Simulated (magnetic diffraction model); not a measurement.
**Which magnetic order? CeCo3Pb**

Space group P4mm (no. 99), a = 4.1700 Å, c = 5.5200 Å.

| site | atom | x | y | z |
| --- | --- | --- | --- | --- |
| 1a | Pb | 0 | 0 | 0.9949 |
| 1b | Ce | 1/2 | 1/2 | 0.7282 |
| 1a | Co | 0 | 0 | 0.5894 |
| 2c | Co | 0 | 1/2 | 0.2434 |

This is a made-up structure (elements placed in a structure type, unrelaxed), so the numbers test the method and describe no known phase.

Only Ce and Co are taken to order (form factors of Ce3+ and Co2+); orders and moment sizes are assumed, and not adapted to the symmetry. Radiation: neutrons of λ = 2.567 Å, 5° to 80°; isotropic B of 0.28 Å² (Pb), 0.39 Å² (Ce) and 0.48 Å² (Co). The intensities are simulated: I ∝ L Σ (|F_N|² + |F_M⊥|²) for unpolarised neutrons, with F_M = 2.695 fm/μB × Σ f(s) S exp(2πi Q·r) exp(−B s²) at Q = H ± k (one set where k and −k are equivalent), only the part normal to Q counting and L = 1/(sin²θ cos θ). For collinear order S is the moment m, which repeats by lattice and centring translations R with the sign exp(−2πi k·R). Form factors are spin-only for 3d ions and dipole or tabulated for f ions, scattering lengths are Sears's of 1992, and absorption is left out. A label names one of the reflections at its angle. The strongest nuclear line in the range is 100, and lines under 0.2 are left out.

Above the ordering temperature:

```csv
2θ (°),index,I
26.89,(0 0 1),26.9
35.85,(1 0 0),31.9
45.38,(1 0 1),61.4
51.61,(1 1 0),46.4
55.42,(0 0 2),1.8
59.14,(1 1 1),91.5
67.79,(1 0 2),100.0
75.99,(2 0 0),88.0
79.13,(1 1 2),43.6
```

Below it (cell unchanged):

```csv
2θ (°),I
17.71,27.6
26.89,26.9
32.38,5.3
35.85,31.9
40.26,16.4
45.38,61.4
49.08,10.4
51.61,46.4
54.99,2.1
55.42,1.8
58.66,0.7
59.14,91.5
62.25,6.1
67.41,4.0
67.79,100.0
70.69,9.6
73.97,3.2
75.99,88.0
78.77,2.5
79.13,43.6
```

**Question.** Check that the new lines index with k = (1/2 0 0), then choose among these models:
A. collinear moments along [101], 1.3 μB on Ce and 1.13 μB on Co; signs + at (1/2, 1/2, 0.7282), − at (0, 0, 0.5894), − at (0, 1/2, 0.2434), − at (1/2, 0, 0.2434)
B. collinear moments along [101], 1.3 μB on Ce and 1.13 μB on Co; signs + at (1/2, 1/2, 0.7282), + at (0, 0, 0.5894), − at (0, 1/2, 0.2434), − at (1/2, 0, 0.2434)
C. collinear moments along [111], 1.3 μB on Ce and 1.13 μB on Co; signs + at (1/2, 1/2, 0.7282), − at (0, 0, 0.5894), − at (0, 1/2, 0.2434), − at (1/2, 0, 0.2434)
D. collinear moments along [111], 1.3 μB on Ce and 1.13 μB on Co; signs + at (1/2, 1/2, 0.7282), + at (0, 0, 0.5894), − at (0, 1/2, 0.2434), − at (1/2, 0, 0.2434)

The new lines index as (1/2 0 0) at 17.71°, (1/2 0 1) at 32.38°, (1/2 1 0) at 40.26° and (1/2 1 1) at 49.08°, that is as H ± k with k = (1/2 0 0), one of 2 inequivalent arms of its star (k and −k counted as one), which a powder can't tell apart. Half indices mean that the moments reverse under translations with k·R a half-integer, and the magnetic cell has twice the primitive volume.

Magnetic intensity, observed (below minus above) and for each model:

| 2θ (°) | index | observed | A | B | C | D |
| --- | --- | --- | --- | --- | --- | --- |
| 17.71 | (1/2 0 0) | 27.6 | 27.6 | 0.2 | 31.8 | 0.2 |
| 32.38 | (1/2 0 1) | 5.3 | 5.3 | 29.2 | 12.8 | 33.9 |
| 40.26 | (1/2 1 0) | 16.4 | 16.4 | 29.3 | 13.0 | 23.2 |
| 49.08 | (1/2 1 1) | 10.4 | 10.4 | 2.6 | 9.3 | 2.4 |
| 54.99 | (3/2 0 0) | 2.1 | 2.1 | <0.2 | 2.4 | <0.2 |
| 67.41 | (3/2 1 0) | 4.0 | 4.0 | 6.8 | 4.0 | 6.6 |
| 70.69 | (1/2 1 2) | 9.6 | 9.6 | 5.2 | 9.7 | 6.0 |
| 78.77 | (1/2 2 0) | 2.5 | 2.5 | <0.2 | 1.9 | <0.2 |

Model A matches.

The structure used: k = (1/2 0 0), collinear moments along [101], 1.3 μB on Ce and 1.13 μB on Co; signs + at (1/2, 1/2, 0.7282), − at (0, 0, 0.5894), − at (0, 1/2, 0.2434), − at (1/2, 0, 0.2434).

[Logs are printed without paths, hosts, clocks, repeated set-up lines and the standing remarks that a program may print on its own settings, such as how far it seeks lower states.]
